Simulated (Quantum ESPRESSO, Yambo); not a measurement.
Planning a run of Yambo 5.3.0 on SiH2C (chair-type functionalised monolayer). The input:

```
optics
bss
bse
em1s
dipoles
rim_cut
rim_w
RandQpts= 3000000
RandGvec= 100 RL
CUTGeo= "slab z"
RandGvecW= 9 RL
Chimod= "HARTREE"
BSKmod= "SEX"
BSEmod= "resonant"
BSSmod= "d"
BSENGexx= 30 Ry
BSENGBlk= 6 Ry
% BSEQptR
 1 | 1 |
%
% BSEBands
 3 | 12 |
%
% BEnRange
 0 | 11 | eV
%
% BDmRange
 0.1 | 0.1 | eV
%
BEnSteps= 111
% BLongDir
 1 | 0 | 0 |
%
% BndsRnXs
 1 | 45 |
%
NGsBlkXs= 6 Ry
% LongDrXs
 1 | 1 | 0 |
%
% KfnQP_E
 1.598 | 1.0 | 1.0 |
%
WRbsWF
```

```sh
OMP_NUM_THREADS=1 mpirun -n 4 yambo -F bse2.in -J bse2 -C bse2 > bse2.log
```

The stored states that it reads are on a 9×9×1 mesh. The cell holds 4 atoms: 1 C, 1 Si and 2 H. Its edges and angles: a = 3.123 Å, b = 3.123 Å, c = 15.000 Å, α = 90.0°, β = 90.0°, γ = 120.0°. Vacuum lies along c.

Q: How long will it take on 4 MPI ranks of Arm Neoverse V2, shared host, and how much memory?

It took 1.7 min; on shared hardware allow 50 s to 3.4 min. Peak host memory was 2.2 GiB.

The kernel grows as the square of the matrix size, and full diagonalisation as its cube.

[Paths, hosts, dates, memory and timing lines, banners, echoed tables and standing remarks are left out of the program output.]

[Logs are printed without paths, hosts, clocks, repeated set-up lines and the standing remarks that a program may print on its own settings, such as how far it seeks lower states.]

[Runs of the session that timed out or met a known fault of the program may be left out.]

[Hosts, paths, dates, database ids (printed as entryN), source tags and the programs' standing remarks are cut or masked in the printed files.]
